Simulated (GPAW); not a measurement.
**Mg3TeS2 (ordered alloy, started on the rocksalt lattice) (P-3m1): G0W0 with GPAW, start to end**

How does a plane-wave GW calculation on Mg3TeS2 (ordered alloy, started on the rocksalt lattice) (P-3m1) run from the first input to the gap?

Calculated with GPAW 26.7.0; LDA and many-body steps on it, plane waves.

Most raw output is cut from this account.

The structure was built from a prototype and need not be the compound's stable phase.

### 1. The structure

It takes space group P-3m1 (No. 164, trigonal). Conventional cell: a = 3.738 Å, b = 3.738 Å, c = 9.156 Å, α = 90.00°, β = 90.00°, γ = 120.00°. Nearest to S lie 6 Mg at 2.64 Å. Mg has 6 S at 2.64 Å nearest. Mg has 3 Te at 2.64 Å and 3 S at 2.64 Å nearest. Te has 6 Mg at 2.64 Å nearest. Farther neighbours and most contacts between anions are not listed.

The start is a generated structure, not a measured one. The structure type comes from a generator and need not be one that this composition takes. Spin-orbit coupling is left out unless a step names it.

### 2. Relaxation

This step: GPAW 26.7.0; DFT, LDA, plane waves, PAW.

Gaps follow bond lengths, so the structure is brought to rest first.

Input file run.py:

```python
import json
import numpy as np
from gpaw.mpi import world
from ase import Atoms
from ase.constraints import FixSymmetry
from ase.filters import FrechetCellFilter
from ase.optimize import BFGS
from gpaw import GPAW, PW, FermiDirac

atoms = Atoms(['S', 'Mg', 'S', 'Mg', 'Te', 'Mg'],
    cell=[[3.7377763448, 0.0000000000, 0.0000000000],
      [-1.8688881724, 3.2370092683, 0.0000000000],
      [0.0000000000, 0.0000000000, 9.1556448175]],
    scaled_positions=[[0.6666666667, 0.3333333333, 0.6666666667],
      [0.0000000000, 0.0000000000, 0.5000000000],
      [0.3333333333, 0.6666666667, 0.3333333333],
      [0.6666666667, 0.3333333333, 0.1666666667],
      [0.0000000000, 0.0000000000, 0.0000000000],
      [0.3333333333, 0.6666666667, 0.8333333333]],
    pbc=(True, True, True))
atoms.set_constraint(FixSymmetry(atoms))
atoms.calc = GPAW(mode=PW(550),
    xc='LDA',
    kpts={'size': (6, 6, 2), 'gamma': True},
    occupations=FermiDirac(0.02),
    convergence={'density': 1e-5},
    txt='relax.txt')
steps = []
opt = BFGS(FrechetCellFilter(atoms, mask=[1, 1, 1, 1, 1, 1]), logfile='bfgs.log')
opt.attach(lambda: steps.append([atoms.get_potential_energy(), atoms.cell[:], atoms.positions.copy(), atoms.get_forces()]))
converged = opt.run(fmax=0.03, steps=50)
res = {'converged': bool(converged), 'steps': steps, 'cell': atoms.cell[:], 'frac': atoms.get_scaled_positions()}

if world.rank == 0:
    with open('result.json', 'w') as f:
        json.dump(res, f, default=lambda x: x.tolist())
```

Command:

```bash
$ mpirun -n 8 gpaw python run.py
```

The job ended after 48 s (8 MPI ranks of Arm Neoverse V1, shared host; peak memory 1.8 GiB; 6.4 min of CPU time).

Step by step:

```csv
step,energy less that of the first step (eV),largest force (eV/Å)
1,0.0000,2.0908
2,-0.1338,1.7524
3,-0.5107,0.5872
4,-0.5281,0.5469
5,-0.5524,0.3623
6,-0.5656,0.1952
7,-0.5713,0.0930
8,-0.5722,0.0179
```

The atoms that moved most (Å):

```csv
atom,dx,dy,dz,length
Mg6,0.000,0.000,-0.233,0.233
Mg4,0.000,0.000,0.233,0.233
S3,0.000,0.000,0.115,0.115
S1,0.000,0.000,-0.115,0.115
```

Final coordinates:

```xyz
6
Lattice="3.8012 0.0000 0.0000 -1.9006 3.2920 0.0000 0.0000 0.0000 9.2994" Properties=species:S:1:pos:R:3 pbc="T T T"
S     1.9006    1.0973    6.0848
Mg    0.0000    0.0000    4.6497
S     0.0000    2.1946    3.2146
Mg    1.9006    1.0973    1.7829
Te    0.0000    0.0000    0.0000
Mg    0.0000    2.1946    7.5165
```

### 3. Ground state

The ground-state density comes first.

Input file run.py:

```python
import json
import numpy as np
from gpaw.mpi import world
from ase import Atoms
from gpaw import GPAW, PW, FermiDirac

atoms = Atoms(['S', 'Mg', 'S', 'Mg', 'Te', 'Mg'],
    cell=[[3.8012175048, 0.0000000000, 0.0000000000],
      [-1.9006087524, 3.2919509244, 0.0000000000],
      [0.0000000000, 0.0000000000, 9.2993595137]],
    scaled_positions=[[0.6666666667, 0.3333333333, 0.6543242095],
      [0.0000000000, 1.0000000000, 0.5000000000],
      [0.3333333333, 0.6666666667, 0.3456757905],
      [0.6666666667, 0.3333333333, 0.1917198429],
      [0.0000000000, 1.0000000000, 0.0000000000],
      [0.3333333333, 0.6666666667, 0.8082801571]],
    pbc=(True, True, True))
calc = GPAW(mode=PW(450),
    xc='LDA',
    kpts={'size': (6, 6, 4), 'gamma': True},
    occupations=FermiDirac(0.001),
    nbands=-9,
    convergence={'density': 1e-6, 'bands': -3},
    maxiter=100,
    txt='gs.txt')
atoms.calc = calc
res = {'energy': atoms.get_potential_energy()}
kpts = calc.get_ibz_k_points()
res['kpts'] = kpts
res['eigenvalues'] = [calc.get_eigenvalues(kpt=k) for k in range(len(kpts))]
res['n_electrons'] = calc.get_number_of_electrons()
calc.write('gs.gpw')

if world.rank == 0:
    with open('result.json', 'w') as f:
        json.dump(res, f, default=lambda x: x.tolist())
```

Command:

```bash
$ mpirun -n 8 gpaw python run.py
```

It took 7.7 s on 8 MPI ranks; peak memory 1.5 GiB.

This step gave:

| Item | Value |
| --- | --- |
| total energy | -26.18 eV |
| gap | 0.1729 eV |
| k of the valence top | 0, 0, 0 |
| k of the conduction bottom | 0.5, 0.5, 0 |
| least direct gap | 1.029 eV |

The gap is indirect, with the least direct gap 0.86 eV higher.

### 4. Empty states on the mesh, 3×3×2 mesh, 401 bands

The sums over transitions need many empty states on a uniform mesh; this step solves for them.

Input file run.py:

```python
import json
import numpy as np
from gpaw.mpi import world
from gpaw import GPAW

calc = GPAW('gs.gpw').fixed_density(kpts={'size': (3, 3, 2), 'gamma': True},
    parallel={'domain': 1, 'band': 1},
    txt='nscf.txt')
calc.diagonalize_full_hamiltonian(nbands=401)
calc.write('full.gpw', mode='all')
res = {}
kpts = calc.get_ibz_k_points()
res['kpts'] = kpts
res['eigenvalues'] = [calc.get_eigenvalues(kpt=k) for k in range(len(kpts))]
res['n_electrons'] = calc.get_number_of_electrons()

if world.rank == 0:
    with open('result.json', 'w') as f:
        json.dump(res, f, default=lambda x: x.tolist())
```

Command:

```bash
$ mpirun -n 6 gpaw python run.py
```

Elapsed: 20 s, on 6 MPI ranks; peak memory 3.5 GiB.

Numbers from this step:

| Property | Result |
| --- | --- |
| gap | 1.021 eV |
| k of the valence top | 0, 0, 0 |
| k of the conduction bottom | 0.3333, 0, 0 |
| least direct gap | 1.029 eV |
| k points computed | 6 |
| lowest point of the top converged band, above the valence top | 113.2686 eV |

On this mesh the gap is 1.021 eV. The earlier step found 0.173 eV, so this mesh misses an edge.

### 5. Screening and self-energy, 3×3×2 mesh, 182 bands, screening to 78 eV

Now the one-shot GW correction: screening in the RPA, then the self-energy of the levels asked for.

This step: G0W0 on LDA, plane waves, PAW.

Input file run.py:

```python
import json
import numpy as np
from gpaw.mpi import world
from gpaw.response.g0w0 import G0W0

gw = G0W0('full.gpw',
    filename='gw',
    kpts=[0, 2],
    bands=(22, 26),
    ecut=78,
    nbands=182,
    integrate_gamma='WS',
    ppa=True)
gw.calculate()
res = {mode: {k: v for k, v in r.items() if k != 'sigma_eskwn'}
       for mode, r in gw.all_results.items()}

if world.rank == 0:
    with open('result.json', 'w') as f:
        json.dump(res, f, default=lambda x: x.tolist())
```

Command:

```bash
$ mpirun -n 8 gpaw python run.py
```

Run time: 19 s. Hardware: 8 MPI ranks; peak memory 3 GiB; 2.5 min of CPU time.

This step gave:

```
G0W0 gap on the points computed              : 2.023 eV
least direct G0W0 gap on the computed points : 2.095 eV
Z at the valence top                         : 0.8003
Z at the conduction bottom                   : 0.8095
starting gap on the mesh                     : 1.021 eV
k of the valence top                         : 0, 0, 0
k of the conduction bottom                   : 0.3333, 0, 0
```

The gap on the mesh goes from 1.02 eV to 2.02 eV, a correction of +1.00 eV. The start differs from the 0.17 eV found before because the two sample other k points.

Limits: finite bands, cutoff and mesh; no spin-orbit coupling; coarse k mesh. v1 is the top filled band, c1 the lowest empty one. The levels before and after the correction (eV, zero at the valence-band top of each column):

|  | conduction bottom | valence top |
| --- | --- | --- |
| Kohn-Sham | 1.02 | 0.00 |
| G0W0 | 2.02 | 0.00 |

```csv
,level,energy (eV)
Kohn-Sham,Γ v2-v1,0.000
Kohn-Sham,Γ c1,1.029
Kohn-Sham,Γ c2,1.880
Kohn-Sham,(0.333 0 0) v2,-2.338
Kohn-Sham,(0.333 0 0) v1,-1.135
Kohn-Sham,(0.333 0 0) c1,1.021
Kohn-Sham,(0.333 0 0) c2,2.526
G0W0,Γ v2-v1,0.000
G0W0,Γ c1,2.095
G0W0,Γ c2,2.867
G0W0,(0.333 0 0) v2,-2.459
G0W0,(0.333 0 0) v1,-1.240
G0W0,(0.333 0 0) c1,2.023
G0W0,(0.333 0 0) c2,3.515
```

### 6. Where the time went

Times are wall times on the hardware named with each run, good to a factor of about two.

| step | time | share | memory (GiB) |
| --- | --- | --- | --- |
| relaxation | 48 s | 51 % | 1.8 |
| ground state | 7.7 s | 8 % | 1.5 |
| empty states on the mesh | 20 s | 21 % | 3.5 |
| screening and self-energy | 19 s | 20 % | 3.0 |

### 7. Outcome

```json
{
  "LDA gap": "0.17 eV, indirect",
  "G0W0 gap on the mesh": "2.02 eV",
  "G0W0 gap over the zone (rigid shift)": "1.17 eV",
  "GW settings": "3×3×2 mesh, 182 bands, screening to 78 eV, Godby-Needs plasmon pole",
  "known limits": "not at the basis limit; no spin-orbit coupling; coarse k mesh"
}
```

In words: G0W0 moves the gap on the mesh from 1.02 eV to 2.02 eV (+1.00 eV), with Z of 0.80 and 0.81 at the edges. The mesh misses the band edges by 0.85 eV in all; a rigid shift gives 1.17 eV for the zone. Only 2 of the mesh's irreducible points were corrected, so a valley elsewhere could overtake. The dearest step here is «relaxation». Bands and cutoff are finite, so the gap is not at the basis limit. The miss can reach some tenths of an eV and take either sign; the mesh is an error of its own. These stock PAW sets were not made for GW; the filled d or f shell of Te lies in the frozen core, which bears on start and correction. In the G0W0 run levels were corrected at 2 k points alone, so a gap called «on the mesh» is the least over those, and an edge elsewhere would be missed. A denser mesh or path gives a starting gap of 0.17 eV: the GW mesh misses a band edge, so its gaps are not the fundamental one. The 3×3×2 mesh is coarse for this cell, which bears on the long-range parts of exchange and screening. The many-body steps are scalar-relativistic: spin-orbit coupling is not in them.

[Paths, hosts, dates, memory and timing lines, banners, echoed tables and standing remarks are left out of the program output.]

[Logs are printed without paths, hosts, clocks, repeated set-up lines and the standing remarks that a program may print on its own settings, such as how far it seeks lower states.]

[Runs of the session that timed out or met a known fault of the program may be left out.]

[Hosts, paths, dates, database ids (printed as entryN), source tags and the programs' standing remarks are cut or masked in the printed files.]
